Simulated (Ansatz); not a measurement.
## From PBE to G0W0: GaN (F-43m)

Wanted: the gap of GaN (F-43m) with a many-body correction, and the time that it takes.

Calculated with Ansatz 0.2.0; PBE, then G0W0 on it, plane waves, PAW.

**Experimental background.**

- Gap 3.23 eV: absorption onset (direct gap at Gamma) of unexcited film, from imaginary part of dielectric function; spectroscopic ellipsometry (steady-state reference of time-resolved measurement); 300 K; film on 3C-SiC/Si(001) (“Femtosecond pump-probe absorption edge spectroscopy of cubic GaN”, 2022, arxiv:2206.02223).

## (1) The structure

It takes space group F-43m (No. 216, cubic). Conventional cell: a = 4.507 Å, b = 4.507 Å, c = 4.507 Å, α = 90.00°, β = 90.00°, γ = 90.00°. Nearest to Ga lie 4 N at 1.95 Å. Nearest to N lie 4 Ga at 1.95 Å. Farther neighbours and most contacts between anions are not listed.

The cell and positions are those that the Materials Project relaxed with its own functionals (PBE, PBE+U or r2SCAN), kept fixed. This is not the form that GaN usually takes at ambient conditions.

## (2) The PBE band structure

Levels along a band path and on the mesh show where this functional puts the band edges.

This step: DFT, PBE, plane waves, PAW; PAW set soft_1.

Contents of input.yaml:

```yaml
crystal:
  lattice:
    - [0.0, 2.2535006075, 2.2535006075]
    - [2.2535006075, 0.0, 2.2535006075]
    - [2.2535006075, 2.2535006075, 0.0]
  atoms:
    - { symbol: Ga, position: [0.0, 0.0, 0.0] }
    - { symbol: "N", position: [0.75, 0.75, 0.75] }
kpoints:
  mp_grid: { grid: [8, 8, 8] }
  band_path:
    path:
      - [[0.0, 0.0, 0.0], [-0.5, -0.5, 0.0], [-0.375, -0.375, 0.25]]
      - [[-0.375, 0.0, 0.375], [0.0, 0.0, 0.0], [0.0, 0.0, 0.5], [-0.5, -0.25, 0.25], [-0.5, -0.5, 0.0]]
    npoints: 10
hamiltonian:
  xc: pbe
  pseudopotentials: { kind: paw, azcp: { folder: soft_1 } }
scf:
  occupations: { method: fermi_dirac, width: 0.02 }
  n_extra_bands: 4
output:
  eigenvalues: true
  write_density: true
  write_potential: true
  elf: true
  volumetric_format: npy
```

Started as:

```
$ ansatz run input.yaml --threads 3 --pin off --max-ram 92160MiB --backend cuda --events-out ev --progress --plain --runs-dir out --devices 1 --max-vram 13GiB
```

Numbers of over 12 decimals in the logs are rounded to 6 here.

The log of the run:

```text
scf.n_extra_bands = 4 over 9 filled bands (N_el = 18.0): the run solves 13 bands
GPUs: using 1 of 1 available (devices: 1).
Engine: ansatz 0.2.0, x86_64-unknown-linux-gnu
Pseudopotentials: kind: paw
Pseudopotential: Ga, paw, valence charge 13, recommended cutoff 420 eV (normal), soft_1/Ga.paw.azcp
Pseudopotential: N, paw, valence charge 5, recommended cutoff 420 eV (normal), soft_1/N.paw.azcp
Functional definition: PBE
  parameter kappa = 0.804
  parameter beta = 0.066725
  exchange = pbe_x(kappa = kappa, mu = beta*pi^2/3)
  correlation = pbe_c(beta = beta)
device memory: the entry about to start is reckoned to put 0.6 GiB on a device that reports 59.3 GiB free (of which the cap on the GPU budget leaves the run 13.0 GiB)
GPU FFT provider: cuFFT
GPU libraries: cuBLAS 13.8.2, cuFFT 12.4.0, cuSOLVER 12.3.4
Crystal: 2 atoms, lattice volume = 22.888 Å³
Basis set: ecut = 420 eV, 459 PW (Γ)
Bands: 13, of which v1, the nominal top of the filled ones, is band 9 counted from 1 (8 counted from 0)
Symmetry: 24 space group operations
Space group: F-43m (ITA 216), of the structure as read, at distance tolerance 2.8e-5 Å
k-points: 29 of 512 (time reversal used)
Non-local potential: Ga, projectors of the file, l = 0: 2, l = 1: 2, l = 2: 3, l = 3: 1
Non-local potential: N, projectors of the file, l = 0: 2, l = 1: 2, l = 2: 1
PAW form: soft (Blöchl's): semilocal exchange-correlation on the pseudo side does not see the compensation charge
PAW one-centre angular grid: Ga, 590 points (default); XC on 64 Gauss nodes
PAW one-centre angular grid: N, 110 points (default); XC on 64 Gauss nodes
Initial density: superposition of atomic densities (chi_scale 0.1, normalization cell, long waves kept (reshape's long-wave potential 0.00 eV rms))
Initial wavefunctions: pseudopotential atomic-orbital guess
GPU buffer pool allocated for 13824 grid points (all kernels)
GPU transforms: local potential and band sums: pruned to the plane-wave sphere, on 24×24×24
Functional: x = pbe(κ = 0.804, μ = 0.219515), c = pbe(β = 0.066725)
SCF iter   1: F=—  HF=-4168.581743 eV  |F-HF|=—  |Δ(HF+E_count)|=         —  Δρ=1.12e-1  dr2=2.52e0  ethr=3.10e-3  ⟨swp⟩=4.2  Hψ=1938  notcnv=0
preconditioner: auto → none  [insulator: Δε(μ)=2.563 eV  Ē_g=19.107 eV  σ=0.020 eV  W_gap=1.00  n_scr=8 (ndim 8)  ℏωp=32.9 eV  f_vac=0.000  D(μ)=0.00/eV (n_scr^D=0)  ε∞_Penn≈4.0]
SCF iter   2: F=—  HF=-4167.982270 eV  |F-HF|=—  |Δ(HF+E_count)|=   5.99e-1  Δρ=4.32e-2  dr2=3.62e-1  ethr=3.10e-3  ⟨swp⟩=2.7  Hψ=932  notcnv=0
SCF iter   3: F=—  HF=-4167.909575 eV  |F-HF|=—  |Δ(HF+E_count)|=   7.27e-2  Δρ=1.18e-2  dr2=1.30e-2  ethr=2.01e-3  ⟨swp⟩=2.7  Hψ=689  notcnv=0
SCF iter   4: F=—  HF=-4167.902695 eV  |F-HF|=—  |Δ(HF+E_count)|=   6.88e-3  Δρ=2.12e-3  dr2=5.06e-4  ethr=7.22e-5  ⟨swp⟩=2.0  Hψ=980  notcnv=0
SCF iter   5: F=—  HF=-4167.902573 eV  |F-HF|=—  |Δ(HF+E_count)|=   1.22e-4  Δρ=3.53e-4  dr2=1.23e-5  ethr=2.81e-6  ⟨swp⟩=2.0  Hψ=747  notcnv=0
SCF iter   6: F=—  HF=-4167.902617 eV  |F-HF|=—  |Δ(HF+E_count)|=   4.45e-5  Δρ=2.36e-5  dr2=7.44e-8  ethr=5.56e-10  ⟨swp⟩=2.8  Hψ=1992  notcnv=0
SCF iter   7: F=-4167.902617 eV  HF=-4167.902617 eV  |F-HF|=3.91e-10  |Δ(HF+E_count)|=   1.11e-7  Δρ=1.77e-6  dr2=5.52e-10  ethr=4.13e-10  ⟨swp⟩=1.0  Hψ=1129  notcnv=0
SCF 1 converged in 7 iterations: F = -4167.902617 eV  dr2 = 5.52e-10
  greatest PAW one-centre occupation: 0.995 electrons in one spin orbital (limit 2), on the Ga atom at site 0 (counted from 0), in its partial waves of l = 2
device memory: the entry about to start is reckoned to put 0.7 GiB on a device that reports 60.2 GiB free (of which the cap on the GPU budget leaves the run 13.0 GiB)
NSCF: frozen V_eff on 62 k-points, pencils in batches of 32, up to order 60
SCF converged after 7 iterations
Free energy (F): -4167.902617 eV
Harris-Foulkes:  -4167.902617 eV  (|F-HF|=3.91e-10)
Internal energy: -4167.902617 eV  (E = F + TS)
E sigma→0 (E₀):  -4167.902617 eV
Fermi energy:    10.508980 eV
--- Per-component energies (eV) ---
  E_band       = -5.810289
  E_kinetic    = 240.840316
  E_local      = -1414.428906  (includes V_loc(G=0)·N_el)
  E_nonlocal   = -54.741312
  E_hartree    = 894.722284
  E_xc         = -122.351692
  E_vxc        = -130.981933  (∫ρ·V_xc dr)
  E_paw        = -2124.509167  (= ΣΔE_a)
  E_vpaw       = -435.943534  (= ΣTr[D̂ρ^β])
  E_aug_tail   = 0.000814  (compensation charges beyond the density's cutoff)
  E_ewald      = -1587.434954
  E_smearing   = -0.000000  (= −TS)
  E_closure    = 0.000000  (closes the sum)
  Σ components = -4167.902617   (vs F -4167.902617, Δ=0.00e0)
--- Band table (eV; the first three rows and the last of 29) ---
  k-point 0: bands = [... 5 lower, -3.5295, 9.6387, 9.6387, 9.6387, 11.3572, 19.9568, 19.9568, 19.9568]
  k-point 1: bands = [... 5 lower, -3.5311, 8.1112, 9.4772, 9.4772, 12.5079, 19.2461, 20.1936, 20.1936]
  k-point 2: bands = [... 5 lower, -3.4738, 5.7841, 9.1188, 9.1188, 13.6982, 18.4235, 20.4109, 20.4109]
  k-point 28: bands = [... 5 lower, -1.5532, 3.9466, 5.9490, 6.0042, 15.8595, 18.0263, 19.9071, 20.7509]
```

Wall time 12 s (1 × NVIDIA H100 80GB HBM3 (shared by 6 runs) with 3 threads of AMD EPYC 7R13 (Zen 3), shared host); peak memory 0.89 GiB; 4.1 s of CPU time.

In the SCF lines HF is the Harris–Foulkes energy and dr2 the Hartree energy of the density residual, in eV; the loop may stop once dr2 is under the threshold and the program's other checks hold. Hψ counts applications of the Hamiltonian.

Numbers from this step:

| Quantity | Value |
| --- | --- |
| filled bands | 9 |
| gap | 1.718 eV |
| valence top at | Γ |
| conduction bottom at | Γ |
| least direct gap | 1.718 eV |

Over mesh and path the gap is 1.718 eV, direct, at k = Γ.

The electronic bands at the labelled points (eV, zero at the top of the highest nominally filled band):

| point | band 6 | band 7 | band 8 | band 9 | band 10 | band 11 | band 12 | band 13 |
| --- | --- | --- | --- | --- | --- | --- | --- | --- |
| Γ | -13.17 | 0.00 | 0.00 | 0.00 | 1.72 | 10.32 | 10.32 | 10.32 |
| halfway | -12.97 | -3.43 | -1.49 | -1.49 | 4.57 | 7.40 | 11.60 | 12.00 |
| X | -11.47 | -6.12 | -2.70 | -2.70 | 3.35 | 6.67 | 11.70 | 13.96 |
| halfway | -11.40 | -6.03 | -3.34 | -2.56 | 3.94 | 7.12 | 11.57 | 13.60 |
| U | -11.31 | -5.86 | -4.25 | -2.17 | 5.00 | 7.86 | 11.07 | 12.84 |
| jump to K | -11.31 | -5.86 | -4.25 | -2.17 | 5.00 | 7.86 | 11.07 | 12.84 |
| halfway | -12.82 | -4.19 | -2.12 | -0.53 | 5.21 | 8.50 | 9.62 | 11.15 |
| Γ | -13.17 | 0.00 | 0.00 | 0.00 | 1.72 | 10.32 | 10.32 | 10.32 |
| halfway | -13.11 | -3.85 | -0.52 | -0.52 | 4.06 | 8.78 | 10.77 | 10.77 |
| L | -11.90 | -7.03 | -0.97 | -0.97 | 4.64 | 8.72 | 10.37 | 10.37 |
| halfway | -11.59 | -6.41 | -3.00 | -1.77 | 6.63 | 7.01 | 10.09 | 11.70 |
| W | -11.19 | -5.69 | -3.69 | -3.63 | 6.22 | 8.39 | 10.27 | 11.11 |
| halfway | -11.33 | -5.94 | -3.21 | -3.18 | 4.58 | 7.47 | 11.46 | 12.27 |
| X | -11.47 | -6.12 | -2.70 | -2.70 | 3.35 | 6.67 | 11.70 | 13.96 |

The electronic bands as a text plot (rows in eV, shown from -8.0 to 7.7 only):

```
    7.4 |      ++      ++   +++                      + ++     +
    6.7 |        ++++++      ++                       +++      ++
    6.1 |                   +  +                     +   +++
    5.4 |                  +    +                  ++       +
    4.8 |      ++        ++                   +++++          +
    4.1 |    ++  +     ++        +          ++                +
    3.5 |   +     +++++           ++      ++                   ++
    2.8 |  +                        +    +
    2.2 | +                          +  +
    1.5 |+                            ++
    0.8 |
    0.2 |**                         ******
   -0.5 | ***                   ******  * *****
   -1.1 |  * **              *** ****    *     ******
   -1.8 |   *  **          **             *         ***
   -2.4 |    **  **********     * **                 * **       *
   -3.1 |             **       * *         *          *  *   ***
   -3.7 |      *        *   ***             *          ******
   -4.4 |       *        ***    *
   -5.1 |        *             *             *
   -5.7 |         ***  ********               *         *******
   -6.4 |            **                        *     ***       **
   -7.0 |                                       *****
   -7.7 |
         Γ           X  U|K            Γ         L        W     X
```

ELF in the ac plane of a cell with a along [110], b along [-110] and c along [001] of the cube at fractional y = 0.000, with atoms of Ga and N within 0.2 Å of it. It is the smooth field of the valence electrons, not physical close to the nuclei.

Ten even steps from '_' (0.02) to '@' (0.79), each cell a mean:
```
__..::::::::::..____..::::::::::..__
..::::..____..::....::::..____..::..
::....______....::::....______....::
..______________....______________..
________....______________....______
____..--==--::________..--==--::____
__..==##@@%%**::____..==##@@%%**::__
__--##@@%%@@%%++..__--##@@%%@@%%++..
..==@@%%--++@@##::..==@@%%--++@@##::
::--%%@@++##@@++::::--%%@@++##@@++::
__::++@@@@@@##--..__::++@@@@@@##--..
____::++##**--..______::++##**--..__
```
Columns run along a (6.4 Å), rows up along c (4.5 Å), edges of the conventional cell, whose origin can differ from the input's. Atoms in or near the plane, at fractional coordinates: Ga at (0.50, 0.00), Ga at (0.00, 0.00), N at (0.75, 0.25), N at (0.25, 0.25).

Valence density in the ac plane of a cell with a along [110], b along [-110] and c along [001] of the cube at fractional y = 0.000, with atoms of Ga and N within 0.2 Å of it. It is the smooth field of the valence electrons, not physical close to the nuclei.

Ten steps, logarithmic in the rise over the least value, from '_' (0 e/Å³) to '@' (34 e/Å³), each cell a mean:
```
%%++::______..--##%%++::______..--##
==::..________..--==::..________..--
..______________....______________..
____________________________________
____________________________________
____________________________________
______..::::..__________..::::..____
____..--==--::..______..--==--::..__
__..::==++==--..____..::==++==--..__
::..::==++==--::..::..::==++==--::..
**==::::----::::++**==::::----::::++
@@**::........==%%@@**::........==%%
```
Columns run along a (6.4 Å), rows up along c (4.5 Å), edges of the conventional cell, whose origin can differ from the input's. Atoms in or near the plane, at fractional coordinates: Ga at (0.50, 0.00), Ga at (0.00, 0.00), N at (0.75, 0.25), N at (0.25, 0.25).

## (3) G0W0 on the 6×6×6 mesh

G0W0 replaces the xc potential by a self-energy built once from the orbitals of the start. Levels are corrected in the window of bands that the input names, at points of the mesh.

This step: G0W0 on PBE, plane waves, PAW; PAW set soft_1.

input.yaml, the sections that differ from step 2:

```yaml
kpoints:
  mp_grid: { grid: [6, 6, 6] }
scf:
  occupations: { method: fixed }
gw:
  n_empty_bands: 146
  ecut_chi: 200.0
  qp_bands: [v2, c2]
  qp_kpoints: band_edges
  screening: { model: contour_deformation }
# crystal, hamiltonian: as in step 2
# output: removed
```

The log of the run:

```text
GPUs: using 1 of 1 available (devices: 1).
[...]
GPU FFT provider: cuFFT
GPU libraries: cuBLAS 13.8.2, cuFFT 12.4.0, cuSOLVER 12.3.4
Crystal: 2 atoms, lattice volume = 22.888 Å³
Basis set: ecut = 420 eV, 459 PW (Γ)
Bands: 13, of which v1, the nominal top of the filled ones, is band 9 counted from 1 (8 counted from 0)
Symmetry: 24 space group operations
[...]
k-points: 16 of 216 (time reversal used)
[...]
GPU buffer pool allocated for 13824 grid points (all kernels)
[...]
SCF iter   1: F=—  HF=-4168.580142 eV  |F-HF|=—  |Δ(HF+E_count)|=         —  Δρ=1.12e-1  dr2=2.52e0  ethr=3.10e-3  ⟨swp⟩=4.0  Hψ=971  notcnv=0  defer=23
[...]
SCF iter   7: F=-4167.898508 eV  HF=-4167.898508 eV  |F-HF|=3.90e-8  |Δ(HF+E_count)|=   1.10e-6  Δρ=2.73e-5  dr2=7.23e-8  ethr=5.56e-10  ⟨swp⟩=3.8  Hψ=912  notcnv=0
SCF 1 converged in 7 iterations: F = -4167.898508 eV  dr2 = 7.23e-8
[...]
NSCF: frozen V_eff on 16 k-points, pencils in batches of 32, up to order 52
the band table was solved once the SCF had ended and its energy, with any forces and stress, was formed, with the checks that follow a solve (1226 applications of the Hamiltonian). They found nothing against the state; the energy, forces and stress were not computed again (output.eigenvalues in the input reference)
[...]
NSCF: frozen V_eff on 16 k-points
G₀W₀ screening: q 1/16
[... further progress lines ...]
[...]
SCF converged after 7 iterations
Free energy (F): -4167.898508 eV
[...]
Internal energy: -4167.898508 eV  (E = F + TS)
E sigma→0 (E₀):  -4167.898508 eV
Fermi energy:    9.643192 eV
[...]
--- Band table (eV; the first three rows and the last of 16) ---
  k-point 0: bands = [... 5 lower, -3.5295, 9.6432, 9.6432, 9.6432, 11.3598, 19.9572, 19.9572, 19.9572]
  k-point 1: bands = [... 5 lower, -3.5309, 7.3592, 9.3721, 9.3721, 12.9712, 18.9074, 20.3123, 20.3123]
  k-point 2: bands = [... 5 lower, -3.0440, 4.2865, 8.8919, 8.8919, 14.1041, 18.2822, 20.2797, 20.2797]
  k-point 15: bands = [... 5 lower, -1.6207, 3.8140, 6.2140, 6.2161, 14.9389, 17.5514, 20.9493, 20.9996]
--- G₀W₀: contour deformation, 7 samples at zero and on the imaginary axis and 3 off it, 216 q-points, 146 empty bands' worth ---
  eigenvalues of the whole cell's RPA ε∞ on this k-mesh (on a slab, of 1 + 4πα/V) = 6.6005, 6.6005, 6.6005; static W/v taken at q = 0 is 0.151504
  gw.qp_kpoints: band_edges: 8 of 16 stored k-points solved, in 1 pass; an edge of the gap read off the rows below is read off those points alone
    valence top: of the k-points left out ik 4 came nearest to being solved in a further pass, in band 8 (counted from 1, as in the quasiparticle table): it holds the edge there only if its correction is more favourable than any solved in that band by at least 0.790 eV; those differ by 0.243 eV
    conduction bottom: of the k-points left out ik 4 came nearest to being solved in a further pass, in band 10 (counted from 1, as in the quasiparticle table): it holds the edge there only if its correction is more favourable than any solved in that band by at least 1.888 eV; those differ by 0.442 eV
    ik  band        ε_KS         Σx   Σc(E_QP)       V_xc       Z   E_QP_lin       E_QP  E_QP is
     0     8      9.6432   -23.8986     2.8939   -20.2668  0.7619     8.8940     8.9054  root
     0     9      9.6432   -23.8986     2.8939   -20.2668  0.7619     8.8940     8.9054  root
     0    10     11.3598   -11.4771    -3.8596   -15.7129  0.7964    11.7381    11.7360  root
     0    11     19.9572    -7.8736    -5.4726   -13.9060  0.7910    20.5236    20.5169  root
     1     8      9.3721   -23.6003     2.9572   -19.8786  0.7613     8.5950     8.6076  root
     1     9      9.3721   -23.6003     2.9572   -19.8786  0.7613     8.5950     8.6076  root
     1    10     12.9712   -11.7743    -4.0528   -16.2814  0.7872    13.4290    13.4256  root
     1    11     18.9074    -8.2737    -5.4490   -14.2986  0.7856    19.4909    19.4833  root
     2     8      8.8919   -23.1021     3.0731   -19.2238  0.7596     8.0721     8.0868  root
     2     9      8.8919   -23.1021     3.0731   -19.2238  0.7596     8.0721     8.0868  root
     2    10     14.1041   -10.3496    -4.6377   -15.5087  0.7949    14.6304    14.6255  root
     2    11     18.2822    -8.9725    -5.7060   -15.2928  0.7592    18.9029    18.8963  root
     3     8      8.6759   -22.8716     3.1211   -18.9298  0.7587     7.8396     7.8552  root
     3     9      8.6759   -22.8716     3.1211   -18.9298  0.7587     7.8396     7.8552  root
     3    10     14.2786   -10.1039    -4.6626   -15.2776  0.8021    14.7943    14.7896  root
     3    11     18.3668    -8.9808    -5.9480   -15.5284  0.7399    18.9753    18.9663  root
     8     8      7.9095   -22.1492     3.2171   -18.0458  0.7568     7.0025     7.0232  root
     8     9      9.2389   -23.4341     2.9894   -19.6720  0.7606     8.4532     8.4663  root
     8    10     14.4204   -11.2551    -4.6350   -16.4682  0.7791    15.0052    14.9985  root
     8    11     18.3090    -9.2084    -5.3764   -15.1925  0.7819    18.9246    18.9167  root
     9     8      7.5259   -21.8250     3.3641   -17.5534  0.7529     6.5961     6.6183  root
     9     9      7.5259   -21.8250     3.3641   -17.5534  0.7529     6.5961     6.6183  root
     9    10     13.8827    -8.6682    -4.3068   -13.2368  0.8035    14.1456    14.1444  root
     9    11     16.6160   -10.1652    -5.1077   -15.9556  0.7939    17.3087    17.2986  root
    12     8      6.9421   -21.2116     3.4791   -16.8008  0.7490     5.9854     6.0103  root
    12     9      6.9421   -21.2116     3.4791   -16.8008  0.7490     5.9854     6.0103  root
    12    10     12.9932    -8.6701    -4.0113   -12.8177  0.8140    13.1298    13.1294  root
    12    11     16.3074    -9.8784    -4.8928   -15.3649  0.8023    16.9083    16.9011  root
    14     8      5.9304   -21.2116     3.7409   -16.4901  0.7389     4.9148     4.9498  root
    14     9      7.2735   -21.4482     3.3564   -17.1657  0.7530     6.3232     6.3473  root
    14    10     16.1655    -9.3431    -4.6876   -14.4192  0.7856    16.5571    16.5540  root
    14    11     17.1580   -10.6567    -5.5289   -16.9566  0.7690    17.9448    17.9290  root
```

Elapsed: 16 s, on 1 × NVIDIA H100 80GB HBM3 (shared by 6 runs) with 3 threads; peak memory 1.1 GiB.

Numbers from this step:

```yaml
bands_summed: 155
rpa_eps_infinity_on_this_mesh_eigenvalues: 6.601, 6.601, 6.601
plane_waves_in_the_screening_matrix: 169
q_points_in_the_mesh: 216
g0w0_gap_over_the_corrected_points: 2.831 eV
k_of_the_valence_top: 0, 0, 0
k_of_the_conduction_bottom: 0, 0, 0
starting_gap_on_the_mesh: 1.717 eV
z_at_the_valence_top: 0.7619
z_at_the_conduction_bottom: 0.7964
least_direct_g0w0_gap_over_the_corrected_points: 2.831 eV
```

Over 8 of 16 irreducible mesh points the G0W0 gap is 2.831 eV, direct, at k = Γ. The PBE gap of this run on the mesh is 1.717 eV. The two states that bound the G0W0 gap lie that far apart at the start, so the correction of the gap is 2.831 − 1.717 = +1.114 eV. The start of this run differs from the step before in mesh (8×8×8 and 6×6×6).

Labels follow the order of the start: v1 is the top filled band, c1 the lowest empty one; levels that stay degenerate share a row, the window can cut a multiplet, doubted levels are not marked in this list, bands outside the window were not corrected, and the list may be a part of the corrected levels. Levels before and after the correction, in eV, zero at the valence-band top of each column:

|  | conduction bottom | valence top |
| --- | --- | --- |
| Kohn-Sham | 1.72 | 0.00 |
| G0W0 | 2.83 | 0.00 |

|  | level | occupation | energy (eV) |
| --- | --- | --- | --- |
| Kohn-Sham | Γ v2-v1 | 2 | 0.000 |
| Kohn-Sham | Γ c1 | 0 | 1.717 |
| Kohn-Sham | Γ c2 | 0 | 10.314 |
| G0W0 | Γ v2-v1 | 2 | 0.000 |
| G0W0 | Γ c1 | 0 | 2.831 |
| G0W0 | Γ c2 | 0 | 11.611 |

The parts of the quasiparticle energy for the two states that bound the G0W0 gap, in eV on the run's own scale (QP = start + Σx + Σc − Vxc, with Σc at the quasiparticle energy):

| edge | k | band | start | Σx | Σc | Vxc | Z | QP |
| --- | --- | --- | --- | --- | --- | --- | --- | --- |
| valence top | Γ | 8 | 9.643 | −23.899 | 2.894 | −20.267 | 0.762 | 8.905 |
| conduction bottom | Γ | 10 | 11.360 | −11.477 | −3.860 | −15.713 | 0.796 | 11.736 |

[end of part 1 of 2]

[Paths, hosts, dates, memory and timing lines, banners, echoed tables and standing remarks are left out of the program output.]

[Logs are printed without paths, hosts, clocks, repeated set-up lines and the standing remarks that a program may print on its own settings, such as how far it seeks lower states.]

[Runs of the session that timed out or met a known fault of the program may be left out.]

[Cells called generated may have been cut or substituted from an entry of the Crystallography Open Database or the Materials Project.]

[Hosts, paths, dates, database ids (printed as entryN), source tags and the programs' standing remarks are cut or masked in the printed files.]

[Where an RPA ε∞ is given, it is that of the G0W0 mesh and is not shown converged in it. Names of k-points follow the symmetry that the program found, which can be lower than the space group named. Band edges on a path are those of the sampled points; other points can move an edge, and change direct to indirect where valleys lie close.]

[Hybrid gaps are those of their k-mesh and are not shown converged in it.]
